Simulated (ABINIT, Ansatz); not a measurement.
# Tl2Te (Fm-3m): phonons by linear response, part 2 of 3

How does Tl2Te (Fm-3m) vibrate, and is this structure a minimum?

ABINIT 10.8.3; DFT LDA, scalar-relativistic, plane waves, HGH norm-conserving pseudopotentials.

So far. Step 2 (Relaxation): The volume changes by -4.8 % from the cell with which this run began. Step 5 (Zone-centre response): The acoustic modes at Γ come out as far as 0.3 cm⁻¹ from zero, where they should vanish, a small numerical error; the Born charges miss their sum rule by 0.28 e, too much: mesh or cutoff is short for the field response. The relaxed cell has a = 7.415 Å (conventional setting).

The structure was built from a prototype and need not be the compound's stable phase.

## 6. Linear response on the mesh

Linear response treats each wavevector of the 2×2×2 mesh in the unit cell; the first-order potentials are kept for the electron-phonon matrix elements.

dfpt_q.abi reads:

```
ndtset 2

# wavevectors
qpt1 0.5 0.0 0.0
qpt2 0.5 0.5 0.0

# displacements
getwfk_filepath "gso_WFK"
getwfq_filepath "gso_WFK"
kptopt 3
nqpt 1
rfphon 1
rfatpol 1 3
rfdir 1 1 1
tolvrs 1.0d-10
prtwf 0
prtpot 1

# basis, mesh and filling
ecut 20.0
ixc 7
ngkpt 8 8 8
nshiftk 1
shiftk 0.0 0.0 0.0
istwfk *1
occopt 1
nband 6
nstep 100
diemac 9.0
prtebands 0
prtgsr 0
useylm 1

# cell and atoms
acell 3*1.0 Angstrom
rprim 
    0.0 3.707487219 3.707487219
    3.707487219 0.0 3.707487219
    3.707487219 3.707487219 0.0
ntypat 2
znucl 52 81
natom 3
typat 1 2 2
xred 
    0.0 0.0 0.0
    0.25 0.25 0.25
    0.75 0.75 0.75
pp_dirpath "./pseudo"
pseudos "Te.hgh, Tl.hgh"
```

Launch:

```bash
$ OMP_NUM_THREADS=1 mpirun -n 4 abinit dfpt_q.abi > dfpt_q.log
```

Numbers of over 12 decimals in the logs are rounded to 6 here.

dfpt_q.abo, the main output file:

```text
[banners, grids, parts of the stress and lines that vanish by symmetry left out]
- input  file    -> dfpt_q.abi
- output file    -> dfpt_q.abo
- root for input  files -> dfpt_qi
[...]
DATASET    1 : space group Fm -3 m (#225); Bravais cF (face-center cubic)
[...]
nfft =       64000          nkpt =         512
[...]
DATASET    2 : space group Fm -3 m (#225); Bravais cF (face-center cubic)
[...]
nfft =       64000          nkpt =         512
[...]
== DATASET  1 ==================================================================
[...]
cutoff_energies: {ecut:  20.0, pawecutdg:  -1.0, }
[...]
Exchange-correlation functional for the present dataset will be:
  LDA: Perdew-Wang 92 LSD fit to Ceperley-Alder data - ixc=7
[...]
Perturbation : displacement of atom   1   along direction   1
[...]
-ETOT  1   1202.1188419026      8.003E+02 2.843E+01 9.896E+06
 ETOT  2   66.819876952802     -1.135E+03 4.671E+00 4.401E+05
 ETOT  3   2.584236     -6.424E+01 6.258E-02 7.085E+03
 ETOT  4   1.905089     -6.791E-01 2.088E-02 4.270E+02
 ETOT  5   1.862830     -4.226E-02 1.203E-03 5.150E+00
[...]
At SCF step   14       vres2   =  7.18E-12 < tolvrs=  1.00E-10 =>converged.
[...]
Perturbation : displacement of atom   1   along direction   2
[...]
-ETOT  1   133.09507584239     -2.316E+02 3.616E+00 3.730E+05
[...]
At SCF step   11       vres2   =  1.06E-11 < tolvrs=  1.00E-10 =>converged.
[...]
Perturbation : displacement of atom   2   along direction   1
[...]
-ETOT  1   190.88252608054      1.284E+02 2.585E+00 1.633E+06
[...]
At SCF step   14       vres2   =  8.63E-12 < tolvrs=  1.00E-10 =>converged.
[...]
Perturbation : displacement of atom   2   along direction   2
[...]
-ETOT  1   12.697336171484     -4.049E+01 1.065E+00 3.325E+04
[...]
At SCF step   12       vres2   =  1.06E-11 < tolvrs=  1.00E-10 =>converged.
[...]
Phonon wavevector (reduced coordinates) :  0.50000  0.00000  0.00000
 Phonon energies in Hartree :
[...]
Phonon frequencies in cm-1    :
-  1.311900E+01  1.311900E+01  4.147344E+01  5.119973E+01  5.119973E+01
-  6.022350E+01  6.718969E+01  8.623471E+01  8.623471E+01
[...]
== DATASET  2 ==================================================================
[...]
cutoff_energies: {ecut:  20.0, pawecutdg:  -1.0, }
[...]
Exchange-correlation functional for the present dataset will be:
  LDA: Perdew-Wang 92 LSD fit to Ceperley-Alder data - ixc=7
[...]
- 81.00000   3.00000     10605                znucl, zion, pspdat
[...]
Perturbation : displacement of atom   1   along direction   1
[...]
-ETOT  1   651.71972536279      2.629E+02 8.873E+00 4.006E+06
[...]
At SCF step   16       vres2   =  6.10E-11 < tolvrs=  1.00E-10 =>converged.
[...]
Perturbation : displacement of atom   2   along direction   1
[...]
-ETOT  1   111.15696499664      5.194E+01 6.046E-01 6.817E+05
[...]
ETOT 13   2.198781     -1.907E-10 1.340E-09 4.725E-10
 ETOT 14   2.198781     -4.577E-11 2.082E-10 8.854E-11
 At SCF step   14       vres2   =  8.85E-11 < tolvrs=  1.00E-10 =>converged.
[...]
Phonon wavevector (reduced coordinates) :  0.50000  0.50000  0.00000
 Phonon energies in Hartree :
[...]
Phonon frequencies in cm-1    :
- -2.778422E+01 -2.778422E+01  4.323956E+01  4.359886E+01  4.359886E+01
-  6.547723E+01  7.678303E+01  7.678303E+01  7.815913E+01
[...]
strten1     0.0000000000E+00  0.0000000000E+00  0.0000000000E+00
           strten2     0.0000000000E+00  0.0000000000E+00  0.0000000000E+00
================================================================================
```

Run time: 6.6 min. Hardware: 4 MPI ranks of Arm Neoverse V2, shared host.

Read from the output:

```yaml
lowest_mode_on_the_q_mesh_acoustic_ones_at_the_zone_centre_apart: -27.78 cm⁻¹
```

Frequencies (cm⁻¹) before the sum rule at the irreducible wavevectors but Γ, which is solved apart; negative means imaginary. Frequencies by wavevector:

| q (fractions) | star | mode 1 | mode 2 | mode 3 | mode 4 | mode 5 | mode 6 | mode 7 | mode 8 | mode 9 |
| --- | --- | --- | --- | --- | --- | --- | --- | --- | --- | --- |
| 0.5 0 0 | 4 | 13.12 | 13.12 | 41.47 | 51.2 | 51.2 | 60.22 | 67.19 | 86.23 | 86.23 |
| 0.5 0.5 0 | 3 | -27.78 | -27.78 | 43.24 | 43.6 | 43.6 | 65.48 | 76.78 | 76.78 | 78.16 |

## 7. Dispersion

anaddb transforms the dynamical matrices to force constants, with the dipole-dipole part treated apart, and back along the path; points of the mesh come back as solved, but for the sum rule and, in polar crystals, the LO-TO term at Γ; the rest is interpolation.

anaddb.abi reads:

```
ddb_filepath "all_DDB"
output_file "anaddb.abo"
outdata_prefix "anaddb"
ifcflag 1
ngqpt 2 2 2
nqshft 1
q1shft 0.0 0.0 0.0
asr 1
chneut 1
dipdip 1
dipquad 0
quadquad 0
enunit 0
eivec 0
nph1l 62
qph1l 
    5.0d-06 0.0 5.0d-06 1.0
    0.05 0.0 0.05 1.0
    0.1 0.0 0.1 1.0
    0.15 0.0 0.15 1.0
    0.2 0.0 0.2 1.0
    0.25 0.0 0.25 1.0
    0.3 0.0 0.3 1.0
    0.35 0.0 0.35 1.0
    0.4 0.0 0.4 1.0
    0.45 0.0 0.45 1.0
    0.5 0.0 0.5 1.0
    0.5125 0.025 0.5125 1.0
    0.525 0.05 0.525 1.0
    0.5375 0.075 0.5375 1.0
    0.55 0.1 0.55 1.0
    0.5625 0.125 0.5625 1.0
    0.575 0.15 0.575 1.0
    0.5875 0.175 0.5875 1.0
    0.6 0.2 0.6 1.0
    0.6125 0.225 0.6125 1.0
    0.625 0.25 0.625 1.0
    0.375 0.375 0.75 1.0
    0.3375 0.3375 0.675 1.0
    0.3 0.3 0.6 1.0
    0.2625 0.2625 0.525 1.0
    0.225 0.225 0.45 1.0
    0.1875 0.1875 0.375 1.0
    0.15 0.15 0.3 1.0
    0.1125 0.1125 0.225 1.0
    0.075 0.075 0.15 1.0
    0.0375 0.0375 0.075 1.0
    5.0d-06 5.0d-06 5.0d-06 1.0
    0.05 0.05 0.05 1.0
    0.1 0.1 0.1 1.0
    0.15 0.15 0.15 1.0
    0.2 0.2 0.2 1.0
    0.25 0.25 0.25 1.0
    0.3 0.3 0.3 1.0
    0.35 0.35 0.35 1.0
    0.4 0.4 0.4 1.0
    0.45 0.45 0.45 1.0
    0.5 0.5 0.5 1.0
    0.5 0.475 0.525 1.0
    0.5 0.45 0.55 1.0
    0.5 0.425 0.575 1.0
    0.5 0.4 0.6 1.0
    0.5 0.375 0.625 1.0
    0.5 0.35 0.65 1.0
    0.5 0.325 0.675 1.0
    0.5 0.3 0.7 1.0
    0.5 0.275 0.725 1.0
    0.5 0.25 0.75 1.0
    0.5 0.225 0.725 1.0
    0.5 0.2 0.7 1.0
    0.5 0.175 0.675 1.0
    0.5 0.15 0.65 1.0
    0.5 0.125 0.625 1.0
    0.5 0.1 0.6 1.0
    0.5 0.075 0.575 1.0
    0.5 0.05 0.55 1.0
    0.5 0.025 0.525 1.0
    0.5 0.0 0.5 1.0
```

mrgddb.in reads:

```
all_DDB
merged
3
dfpt_gammao_DS2_DDB
dfpt_qo_DS1_DDB
dfpt_qo_DS2_DDB
```

Launch:

```bash
$ mrgddb < mrgddb.in > mrgddb.log
$ OMP_NUM_THREADS=1 anaddb anaddb.abi > anaddb.log
```

anaddb.abo, the main output file:

```text
[banners, grids, parts of the stress and lines that vanish by symmetry left out]
-outvars_anaddb: echo values of input variables ----------------------

 Flags :
[...]
Dielectric Tensor and Effective Charges
[...]
Effective charge tensors after
[...]
Phonon wavevector (reduced coordinates) :  0.00001  0.00000  0.00001
 Phonon energies in Hartree :
[...]
Phonon frequencies in cm-1    :
-  0.000000E+00  0.000000E+00  0.000000E+00  6.020814E+01  6.020814E+01
-  6.020814E+01  8.554993E+01  8.554993E+01  9.410520E+01
[...]
Phonon wavevector (reduced coordinates) :  0.05000  0.00000  0.05000
 Phonon energies in Hartree :
[...]
Phonon frequencies in cm-1    :
- -5.745121E-01 -5.745121E-01  8.758893E+00  5.977622E+01  5.977622E+01
-  5.986344E+01  8.541549E+01  8.541549E+01  9.400567E+01
[...]
Phonon wavevector (reduced coordinates) :  0.10000  0.00000  0.10000
 Phonon energies in Hartree :
[...]
Phonon frequencies in cm-1    :
- -1.958090E+00 -1.958090E+00  1.736227E+01  5.851866E+01  5.851866E+01
-  5.884786E+01  8.499471E+01  8.499471E+01  9.367437E+01
[...]
Phonon wavevector (reduced coordinates) :  0.15000  0.00000  0.15000
 Phonon energies in Hartree :
[...]
Phonon frequencies in cm-1    :
- -4.242472E+00 -4.242472E+00  2.566754E+01  5.654539E+01  5.654539E+01
-  5.721869E+01  8.425543E+01  8.425543E+01  9.302481E+01
[...]
Phonon wavevector (reduced coordinates) :  0.20000  0.00000  0.20000
 Phonon energies in Hartree :
[...]
Phonon frequencies in cm-1    :
- -7.406613E+00 -7.406613E+00  3.355545E+01  5.403688E+01  5.403688E+01
-  5.507653E+01  8.319422E+01  8.319422E+01  9.194752E+01
  Phonon wavevector (reduced coordinates) :  0.25000  0.00000  0.25000
 Phonon energies in Hartree :
[...]
Phonon frequencies in cm-1    :
- -1.135607E+01 -1.135607E+01  4.093527E+01  5.126012E+01  5.126012E+01
-  5.257171E+01  8.187129E+01  8.187129E+01  9.034895E+01
  Phonon wavevector (reduced coordinates) :  0.30000  0.00000  0.30000
 Phonon energies in Hartree :
[...]
Phonon frequencies in cm-1    :
- -1.583821E+01 -1.583821E+01  4.774151E+01  4.857126E+01  4.857126E+01
-  4.990993E+01  8.041661E+01  8.041661E+01  8.818760E+01
  Phonon wavevector (reduced coordinates) :  0.35000  0.00000  0.35000
 Phonon energies in Hartree :
[...]
Phonon frequencies in cm-1    :
- -2.036114E+01 -2.036114E+01  4.633350E+01  4.633350E+01  4.735205E+01
-  5.391400E+01  7.900773E+01  7.900773E+01  8.550477E+01
  Phonon wavevector (reduced coordinates) :  0.40000  0.00000  0.40000
 Phonon energies in Hartree :
[...]
Phonon frequencies in cm-1    :
- -2.425127E+01 -2.425127E+01  4.476425E+01  4.476425E+01  4.519902E+01
-  5.933462E+01  7.783287E+01  7.783287E+01  8.247288E+01
  Phonon wavevector (reduced coordinates) :  0.45000  0.00000  0.45000
 Phonon energies in Hartree :
[...]
Phonon frequencies in cm-1    :
- -2.686733E+01 -2.686733E+01  4.375111E+01  4.387912E+01  4.387912E+01
-  6.361127E+01  7.705466E+01  7.705466E+01  7.957470E+01
  Phonon wavevector (reduced coordinates) :  0.50000  0.00000  0.50000
 Phonon energies in Hartree :
[...]
Phonon frequencies in cm-1    :
- -2.778678E+01 -2.778678E+01  4.323918E+01  4.359849E+01  4.359849E+01
-  6.547699E+01  7.678242E+01  7.678242E+01  7.815783E+01
  Phonon wavevector (reduced coordinates) :  0.51250  0.02500  0.51250
 Phonon energies in Hartree :
[...]
Phonon frequencies in cm-1    :
- -2.767357E+01 -2.760736E+01  4.313993E+01  4.361893E+01  4.365650E+01
-  6.545562E+01  7.676106E+01  7.681030E+01  7.812906E+01
  Phonon wavevector (reduced coordinates) :  0.52500  0.05000  0.52500
 Phonon energies in Hartree :
[...]
Phonon frequencies in cm-1    :
- -2.733479E+01 -2.706464E+01  4.293285E+01  4.368027E+01  4.373786E+01
-  6.539172E+01  7.669760E+01  7.689389E+01  7.804534E+01
  Phonon wavevector (reduced coordinates) :  0.53750  0.07500  0.53750
 Phonon energies in Hartree :
[...]
Phonon frequencies in cm-1    :
- -2.677282E+01 -2.614422E+01  4.268226E+01  4.377242E+01  4.378249E+01
-  6.528577E+01  7.659391E+01  7.703302E+01  7.791424E+01
[...]
-  1.311547E+01  1.311547E+01  4.147227E+01  5.119941E+01  5.119941E+01
-  6.022323E+01  6.718866E+01  8.623389E+01  8.623389E+01
  Phonon wavevector (reduced coordinates) :  0.50000  0.47500  0.52500
 Phonon energies in Hartree :
[...]
Phonon frequencies in cm-1    :
-  1.291149E+01  1.384010E+01  4.128483E+01  5.083880E+01  5.107475E+01
-  6.023453E+01  6.739792E+01  8.605443E+01  8.606232E+01
  Phonon wavevector (reduced coordinates) :  0.50000  0.45000  0.55000
 Phonon energies in Hartree :
[...]
Phonon frequencies in cm-1    :
-  1.222593E+01  1.576789E+01  4.072154E+01  4.982786E+01  5.070982E+01
-  6.027775E+01  6.798110E+01  8.552121E+01  8.556842E+01
  Phonon wavevector (reduced coordinates) :  0.50000  0.42500  0.57500
 Phonon energies in Hartree :
[...]
Phonon frequencies in cm-1    :
-  1.078573E+01  1.840404E+01  3.977878E+01  4.835882E+01  5.013149E+01
-  6.037956E+01  6.883678E+01  8.465085E+01  8.480875E+01
  Phonon wavevector (reduced coordinates) :  0.50000  0.40000  0.60000
 Phonon energies in Hartree :
[...]
Phonon frequencies in cm-1    :
-  7.799092E+00  2.131486E+01  3.846630E+01  4.670356E+01  4.938355E+01
-  6.057975E+01  6.986055E+01  8.347461E+01  8.386060E+01
  Phonon wavevector (reduced coordinates) :  0.50000  0.37500  0.62500
 Phonon energies in Hartree :
[...]
Phonon frequencies in cm-1    :
- -4.902023E+00  2.419337E+01  3.687459E+01  4.514092E+01  4.852525E+01
-  6.092245E+01  7.097098E+01  8.204354E+01  8.280334E+01
  Phonon wavevector (reduced coordinates) :  0.50000  0.35000  0.65000
 Phonon energies in Hartree :
[...]
Phonon frequencies in cm-1    :
[...]
Phonon wavevector (reduced coordinates) :  0.50000  0.02500  0.52500
 Phonon energies in Hartree :
[...]
Phonon frequencies in cm-1    :
- -2.768150E+01 -2.730570E+01  4.307887E+01  4.355010E+01  4.376509E+01
-  6.543466E+01  7.675568E+01  7.682184E+01  7.810026E+01
  Phonon wavevector (reduced coordinates) :  0.50000  0.00000  0.50000
 Phonon energies in Hartree :
[...]
Phonon frequencies in cm-1    :
- -2.778678E+01 -2.778678E+01  4.323918E+01  4.359849E+01  4.359849E+01
-  6.547699E+01  7.678242E+01  7.678242E+01  7.815783E+01
-
```

Wall time 1.2 s (1 thread).

Numbers from this step:

```yaml
lowest_frequency_on_the_path: -27.79 cm⁻¹
```

Anaddb, dipole-dipole term. The phonon branches at the labelled points (cm⁻¹):

| point | branch 1 | branch 2 | branch 3 | branch 4 | branch 5 | branch 6 | branch 7 | branch 8 | branch 9 |
| --- | --- | --- | --- | --- | --- | --- | --- | --- | --- |
| Γ | 0 | 0 | 0 | 60 | 60 | 60 | 86 | 86 | 94 |
| halfway | -11 | -11 | 41 | 51 | 51 | 53 | 82 | 82 | 90 |
| X | -28 | -28 | 43 | 44 | 44 | 66 | 77 | 77 | 78 |
| halfway | -25 | -23 | 42 | 44 | 44 | 65 | 76 | 78 | 78 |
| U | -17 | 10 | 39 | 43 | 46 | 63 | 75 | 77 | 80 |
| jump to K | -17 | 10 | 39 | 43 | 46 | 63 | 75 | 77 | 80 |
| halfway | 11 | 14 | 37 | 49 | 54 | 54 | 82 | 84 | 86 |
| Γ | 0 | 0 | 0 | 60 | 60 | 60 | 86 | 86 | 94 |
| halfway | 10 | 10 | 32 | 54 | 56 | 56 | 85 | 86 | 86 |
| L | 13 | 13 | 42 | 51 | 51 | 60 | 67 | 86 | 86 |
| halfway | -5 | 24 | 37 | 45 | 48 | 61 | 71 | 82 | 83 |
| W | -23 | 32 | 32 | 42 | 45 | 64 | 76 | 76 | 78 |
| halfway | -26 | -13 | 42 | 42 | 45 | 65 | 76 | 77 | 78 |
| X | -28 | -28 | 43 | 44 | 44 | 66 | 77 | 77 | 78 |

The phonon branches as a text plot (rows in cm⁻¹):

```
     92 |*******                  *********
     86 |****   **           ************************
     81 |    ********    *********           *       ****
     76 |         *************               *         *********
     71 |                                      **   *****
     66 |            *****                       ***      *******
     61 |***      ***     ***       ******       *********
     56 |  ****  *           ********     **** **
     51 |      **           ******           **********
     46 |       ****************                     ************
     41 |      *     *******   *              ********  *********
     36 |    **            * ** *            *        ***  *
     31 |                   *    *          *           ****
     26 |   *              *      **       *          **
     20 |                    **           *         **
     15 |  *                 ****   *    *      ****        *
     10 | *               * *   **** *     *****   ***       *
      5 |                        *****  ***
      0 |***                        *****
     -5 |   ***          *                            *
    -10 |      *           *                           *
    -15 |       *         *                             *
    -20 |        *      **                               *    *
    -25 |         ******                                  *******
         Γ           X  U|K            Γ         L        W     X
```

The path dips to 28i cm⁻¹.

[end of part 2 of 3]

[Host names and launcher messages were left out of these logs when they were recorded.]

[Logs are printed without paths, hosts, clocks, repeated set-up lines and the standing remarks that a program may print on its own settings, such as how far it seeks lower states.]

[Hosts, paths, dates, database ids (printed as entryN), source tags and the programs' standing remarks are cut or masked in the printed files.]
